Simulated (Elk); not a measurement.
## ScNi4Au: which magnetic order is lowest

Aim: find out whether ScNi4Au carries moments, and which collinear order costs least.

Program: Elk 11.2.3 (patched build). Level of theory: LDA (Perdew-Wang); all-electron APW+lo, Dirac cores, scalar-relativistic bands. Results are calculated unless marked as measured.

## (1) The structure

Symmetry: F-43m, No. 216, cubic system. The conventional cell has a = 6.768 Å, b = 6.768 Å, c = 6.768 Å, α = 90.00°, β = 90.00°, γ = 90.00°. Nearest to Sc lie 12 Ni at 2.81 Å and 4 Au at 2.93 Å. Nearest to Ni lie 6 Ni at 2.39 to 2.40 Å and 3 Au at 2.81 Å and 3 Sc at 2.81 Å. Nearest to Au lie 12 Ni at 2.81 Å and 4 Sc at 2.93 Å. Farther neighbours are not listed.

The cell comes from a database of computed structures and need not be the stable phase.

## (2) Run 1 (ferro ++++)

Parallel moments need no larger cell; this start tests for a ferromagnetic state only.

Moments are seeded by fields in the spheres (the last three columns under atoms), set against the wanted direction and reduced each loop.

Contents of elk.in:

```
tasks
  0

xctype
  3

rgkmax
  7.0

nempty
  8

swidth
  0.002

reducebf
  0.5

epsengy
  1e-05

maxscl
  100

lmaxi
  3

stype
  0

spincore
  .true.

gmaxvr
  16.0

spinpol
  .true.

sppath
  './'

avec
  0.00000000000 6.39529238518 6.39529238518
  6.39529238518 0.00000000000 6.39529238518
  6.39529238518 6.39529238518 0.00000000000

atoms
  3
  'Sc.in'
  1
  0.7500000000 0.7500000000 0.7500000000   0.000000 0.000000 0.000000
  'Ni.in'
  4
  0.1254022800 0.1254022800 0.1254022800   0.000000 0.000000 -0.075000
  0.1254022800 0.1254022800 0.6237931600   0.000000 0.000000 -0.075000
  0.1254022800 0.6237931600 0.1254022800   0.000000 0.000000 -0.075000
  0.6237931600 0.1254022800 0.1254022800   0.000000 0.000000 -0.075000
  'Au.in'
  1
  0.5000000000 0.5000000000 0.5000000000   0.000000 0.000000 0.000000

ngridk
  6 6 6
```

The run is started by

```sh
$ OMP_NUM_THREADS=4 elk
```

Numbers of over 12 decimals in the logs are rounded to 6 here.

Log:

```text
Warning(init1): few empty states an atom for a second variation :    8.000000000
 they are its basis, with spin, DFT+U, afieldc (12 by default), in Hartree-Fock and RDMFT; 30 and more for pressures
Warning(gndstate): core states of species 2 leak from the muffin-tin :   0.7247422158E-03

--- INFO.OUT ---
┌─────────────────────────┐
│ Elk code version 11.2.3 │
└─────────────────────────┘

All units are atomic (Hartree, Bohr, etc.)

┌─────────────────────────────────────────────────┐
│ Ground-state run starting from atomic densities │
└─────────────────────────────────────────────────┘

Lattice vectors :
   0.000000000       6.395292385       6.395292385
   6.395292385       0.000000000       6.395292385
   6.395292385       6.395292385       0.000000000

Reciprocal lattice vectors :
 -0.4912351874      0.4912351874      0.4912351874
  0.4912351874     -0.4912351874      0.4912351874
  0.4912351874      0.4912351874     -0.4912351874

Unit cell volume      :    523.1319074
Brillouin zone volume :   0.4741638006

Muffin-tin inner radius fraction :   0.1000000000E-01

Nuclei treated as point charges

Species : 1 (Sc)
 parameters loaded from : Sc.in
 name : scandium
 nuclear charge    :   -21.00000000
 electronic charge :    21.00000000
 atomic mass :    81949.61073
 muffin-tin radius :    2.400000000
 number of radial points in muffin-tin :    497
 inner part over the whole radius :   0.9745053643E-02
 number on inner part of muffin-tin    :    349
 approximate nuclear radius :   0.6711386133E-04
 number of mesh points to nuclear radius :    162
 atomic positions (lattice), magnetic fields (Cartesian) :
  1 :   0.00000000  0.00000000  0.00000000    0.00000000  0.00000000  0.00000000

Species : 2 (Ni)
 parameters loaded from : Ni.in
 name : nickel
 nuclear charge    :   -28.00000000
 electronic charge :    28.00000000
 atomic mass :    106991.5231
 muffin-tin radius :    2.228800617
 number of radial points in muffin-tin :    497
 inner part over the whole radius :   0.9848828303E-02
 number on inner part of muffin-tin    :    350
 approximate nuclear radius :   0.7325707712E-04
 number of mesh points to nuclear radius :    169
 atomic positions (lattice), magnetic fields (Cartesian) :
  1 :   0.37540228  0.37540228  0.37540228    0.00000000  0.00000000 -0.07500000
  2 :   0.37540228  0.37540228  0.87379316    0.00000000  0.00000000 -0.07500000
  3 :   0.37540228  0.87379316  0.37540228    0.00000000  0.00000000 -0.07500000
  4 :   0.87379316  0.37540228  0.37540228    0.00000000  0.00000000 -0.07500000

Species : 3 (Au)
 parameters loaded from : Au.in
 name : gold
 nuclear charge    :   -79.00000000
 electronic charge :    79.00000000
 atomic mass :    359048.0562
 muffin-tin radius :    2.800000000
 number of radial points in muffin-tin :    697
 inner part over the whole radius :   0.9813084931E-02
 number on inner part of muffin-tin    :    500
 approximate nuclear radius :   0.1033733540E-03
 number of mesh points to nuclear radius :    262
 atomic positions (lattice), magnetic fields (Cartesian) :
  1 :   0.75000000  0.75000000  0.75000000    0.00000000  0.00000000  0.00000000

Total number of atoms per unit cell :    6
Total muffin-tin volume :    335.3659941
 ratio of muffin-tin to unit cell volume :   0.6410734833

Spin treatment :
 spin-polarised
 spin-polarised core states
 global magnetic field (Cartesian) :    0.000000000       0.000000000       0.000000000
 collinear magnetisation in z-direction

Number of Bravais lattice symmetries :   48
Number of crystal symmetries         :   24
Crystal has no inversion symmetry
Complex Hermitian eigensolver will be used

k-point grid :      6     6     6
k-point offset :    0.000000000       0.000000000       0.000000000
k-point set is reduced with full crystal symmetry group
Total number of k-points :       22

Muffin-tin radius times maximum |G+k| :    7.000000000
 using average radius
Maximum |G+k| for APW functions       :    2.975515236
Maximum (1/2)|G+k|²                   :    4.426845459
Maximum |G| for potential and density :    16.00000000
Constant for pseudocharge density :   11
 order of it for each species :   18  18  18
 order of it for pair densities of each species (exact exchange by exxq0 0: 18) :   10   8  14
Radial integration step length :    1

G-vector grid sizes :     48    48    48
Number of G-vectors :    36085

Maximum angular momentum used for
 APW functions            :    8
 outer part of muffin-tin :    6
 inner part of muffin-tin :    3

Total nuclear charge    :   -212.0000000
Total core charge       :    106.0000000
Total valence charge    :    106.0000000
Total excess charge     :    0.000000000
Total electronic charge :    212.0000000

Effective Wigner radius, rₛ :   0.8382924984

Number of empty states         :     48
Total number of valence states :    204
Total number of core states    :    106

Third-order local-orbitals added for an l without core states : T
Total number of local-orbitals :    144

Exchange-correlation functional :      3     0     0
 Perdew-Wang/Ceperley-Alder, Phys. Rev. B 45, 13244 (1992)
 gradient requirement :    0
 local density approximation (LDA)

Smearing type :    0
 Gaussian
Smearing width :   0.2000000000E-02
Effective electronic temperature (K) :    631.5500496

Mixing type :    3
 Broyden mixing, J. Phys. A: Math. Gen. 17, L317 (1984)

Kohn-Sham potential initialised from atomic data

┌──────────────────────────────┐
│ Self-consistent loop started │
└──────────────────────────────┘

┌─────────────────┐
│ Loop number : 1 │
└─────────────────┘

Energies :
 Fermi                       :     0.176196
 sum of occupied eigenvalues :     -15655.052715119
 electron kinetic            :      28796.422344091
 core electron kinetic       :      27225.380319695
 Coulomb                     :     -54031.708498411
 Coulomb potential           :     -43637.016051162
 nuclear-nuclear             :     -2807.6092695685
 electron-nuclear            :     -58892.933541046
 Hartree                     :      7668.8343122032
 Madelung                    :     -32213.200472830
 xc potential                :     -814.28600789537
 xc effective B-field        :    -0.39968712402513E-01
 external B-field            :      0.000000
 exchange                    :     -617.33219411980
 correlation                 :     -19.816693119269
 electron entropic           :    -0.35116376691334E-03
 total energy                :     -25872.435392723
 (external B-field energy excluded from total)

Density of states at Fermi energy :    175.5818835
 (states/Hartree/unit cell)

Estimated indirect band gap :   0.1273101534E-02
 from k-point 7 to k-point 14
Estimated direct band gap   :   0.2968574418E-02
[...]
electron kinetic            :      28795.690613922
 core electron kinetic       :      27224.999166938
 Coulomb                     :     -54031.983032642
 Coulomb potential           :     -43633.629885892
 nuclear-nuclear             :     -2807.6092695685
 electron-nuclear            :     -58897.025924105
 Hartree                     :      7672.6521610313
 Madelung                    :     -32215.168089696
 xc potential                :     -817.19776879062
 xc effective B-field        :    -0.45854308832044E-01
 external B-field            :      0.000000
 exchange                    :     -617.21590154283
 correlation                 :     -19.812846163748
 electron entropic           :    -0.40026804029130E-03
 total energy                :     -25873.321566695
 (external B-field energy excluded from total)

Density of states at Fermi energy :    200.1340201
 (states/Hartree/unit cell)

Estimated indirect band gap :   0.1759073423E-02
 from k-point 20 to k-point 7
Estimated direct band gap   :   0.3324614083E-02
 at k-point 21

Charges :
 core                        :    106.0000000
 valence                     :    106.0000000
 interstitial                :    6.416132168
 muffin-tins (core leakage)
  species : 1 (Sc)
   atom 1                    :    18.90448519     ( -0.3512496932E-05)
  species : 2 (Ni)
   atom 1                    :    27.55577469     (  0.7263136348E-03)
   atom 2                    :    27.55577469     (  0.7263136348E-03)
   atom 3                    :    27.55577469     (  0.7263136348E-03)
   atom 4                    :    27.55577469     (  0.7263136348E-03)
  species : 3 (Au)
   atom 1                    :    76.45628390     (  0.1091273909E-03)
 total in muffin-tins        :    205.5838678
 total calculated charge     :    211.9951956
 total charge                :    212.0000000
 error                       :   0.4804362519E-02

Moments :
 interstitial                :  -0.2979856890
 muffin-tins
  species : 1 (Sc)
   atom 1                    :  -0.1120286502
  species : 2 (Ni)
   atom 1                    :   0.6534893694
   atom 2                    :   0.6534893694
   atom 3                    :   0.6534893694
   atom 4                    :   0.6534893694
  species : 3 (Au)
   atom 1                    :   0.2140924228
 total in muffin-tins        :    2.716021250
 total moment                :    2.418035561

RMS change in Kohn-Sham potential (target) :   0.5668830698     (  0.1000000000E-05)
Absolute change in total energy (target)   :   0.8861739715     (  0.1000000000E-04)

[... loops 3 to 24 left out ...]

┌──────────────────┐
│ Loop number : 25 │
└──────────────────┘

Energies :
 Fermi                       :     0.289026
 sum of occupied eigenvalues :     -15640.339414200
 electron kinetic            :      28805.599387912
 core electron kinetic       :      27227.691837102
 Coulomb                     :     -54042.361124665
 Coulomb potential           :     -43601.609992072
 nuclear-nuclear             :     -2807.6092695685
 electron-nuclear            :     -58951.039816002
 Hartree                     :      7716.2879609056
 Madelung                    :     -32241.556128629
 xc potential                :     -844.32747310832
 xc effective B-field        :    -0.13367842930445E-02
 external B-field            :      0.000000
 exchange                    :     -616.98355265245
 correlation                 :     -19.808556222426
 electron entropic           :    -0.28680682530050E-03
 total energy                :     -25873.554132434
 (external B-field energy excluded from total)

Density of states at Fermi energy :    143.4034127
 (states/Hartree/unit cell)

Estimated indirect band gap :   0.5293401630E-03
 from k-point 15 to k-point 7
Estimated direct band gap   :   0.3731605447E-02
 at k-point 7

Charges :
 core                        :    106.0000000
 valence                     :    106.0000000
 interstitial                :    6.269091003
 muffin-tins (core leakage)
  species : 1 (Sc)
   atom 1                    :    19.18958356     ( -0.3512600763E-05)
  species : 2 (Ni)
   atom 1                    :    27.00860938     (  0.7247421626E-03)
   atom 2                    :    27.00860938     (  0.7247421626E-03)
   atom 3                    :    27.00860938     (  0.7247421626E-03)
   atom 4                    :    27.00860938     (  0.7247421626E-03)
  species : 3 (Au)
   atom 1                    :    78.50688793     (  0.9278512687E-04)
 total in muffin-tins        :    205.7309090
 total calculated charge     :    211.9949334
 total charge                :    212.0000000
 error                       :   0.5066558849E-02

Moments :
 interstitial                :  -0.2419449569E-01
 muffin-tins
  species : 1 (Sc)
   atom 1                    :  -0.2086226662E-01
  species : 2 (Ni)
   atom 1                    :   0.1172848865
   atom 2                    :   0.1172848865
   atom 3                    :   0.1172848865
   atom 4                    :   0.1172848865
  species : 3 (Au)
   atom 1                    :  -0.3324887367E-02
 total in muffin-tins        :   0.4449523921
 total moment                :   0.4207578964

RMS change in Kohn-Sham potential (target) :   0.3361016593E-06 (  0.1000000000E-05)
Absolute change in total energy (target)   :   0.8253231499E-05 (  0.1000000000E-04)

Convergence targets achieved

┌──────────────────┐
│ Loop number : 26 │
└──────────────────┘

Energies :
 Fermi                       :     0.289026
 sum of occupied eigenvalues :     -15640.339408439
 electron kinetic            :      28805.599372461
 core electron kinetic       :      27227.691840669
 Coulomb                     :     -54042.361098852
 Coulomb potential           :     -43601.610003360
 nuclear-nuclear             :     -2807.6092695685
 electron-nuclear            :     -58951.039753216
 Hartree                     :      7716.2879239326
 Madelung                    :     -32241.556097171
 xc potential                :     -844.32744059782
 xc effective B-field        :    -0.13369496232702E-02
 external B-field            :      0.000000
 exchange                    :     -616.98355028070
 correlation                 :     -19.808556141996
 electron entropic           :    -0.28679627324722E-03
 total energy                :     -25873.554119610
 (external B-field energy excluded from total)

Density of states at Fermi energy :    143.3981366
 (states/Hartree/unit cell)

Estimated indirect band gap :   0.5293235531E-03
 from k-point 15 to k-point 7
Estimated direct band gap   :   0.3731347868E-02
 at k-point 7

Charges :
 core                        :    106.0000000
 valence                     :    106.0000000
 interstitial                :    6.269091850
 muffin-tins (core leakage)
  species : 1 (Sc)
   atom 1                    :    19.18958448     ( -0.3512600561E-05)
  species : 2 (Ni)
   atom 1                    :    27.00860885     (  0.7247422158E-03)
   atom 2                    :    27.00860885     (  0.7247422158E-03)
   atom 3                    :    27.00860885     (  0.7247422158E-03)
   atom 4                    :    27.00860885     (  0.7247422158E-03)
  species : 3 (Au)
   atom 1                    :    78.50688826     (  0.9278512003E-04)
 total in muffin-tins        :    205.7309081
 total calculated charge     :    211.9949334
 total charge                :    212.0000000
 error                       :   0.5066559648E-02

Moments :
 interstitial                :  -0.2420051089E-01
 muffin-tins
  species : 1 (Sc)
   atom 1                    :  -0.2086749066E-01
  species : 2 (Ni)
   atom 1                    :   0.1172915462
   atom 2                    :   0.1172915462
   atom 3                    :   0.1172915462
   atom 4                    :   0.1172915462
  species : 3 (Au)
   atom 1                    :  -0.3324619872E-02
 total in muffin-tins        :   0.4449740741
 total moment                :   0.4207735632

┌──────────────────────────────┐
│ Self-consistent loop stopped │
└──────────────────────────────┘

Warning : core states of species 2 leak from the muffin-tin :   0.7247422158E-03

Wrote STATE.OUT
```

The job ended after 3.7 min (4 threads of Arm Neoverse V1, shared host; peak memory 0.61 GiB).

Spin moment in the muffin-tin sphere by atom:

| atom | spin moment in the muffin-tin sphere (μB) |
| --- | --- |
| Sc1 | -0.021 |
| Ni2 | 0.117 |
| Ni3 | 0.117 |
| Ni4 | 0.117 |
| Ni5 | 0.117 |
| Au6 | -0.003 |

This step gave:

```yaml
density_of_states_at_the_fermi_level: 5.270 states/eV/cell
moment_between_the_spheres: -0.02420 μB
magnetization: 0.4208 μB
final_state: weakly magnetic
```

After 26 cycles the largest moment is only 0.117 μB.

(Part 1 of 3 ends here.)

[Logs and program files are shortened in this print: banners, set-up blocks, solver, clock and traceback lines can be left out without a mark of their own.]

[Logs are printed without paths, hosts, clocks, repeated set-up lines and the standing remarks that a program may print on its own settings, such as how far it seeks lower states.]

[Hosts, paths, dates, database ids (printed as entryN), source tags and the programs' standing remarks are cut or masked in the printed files.]

[Where a cell is said to come from a database of computed structures, the database is the Materials Project.]
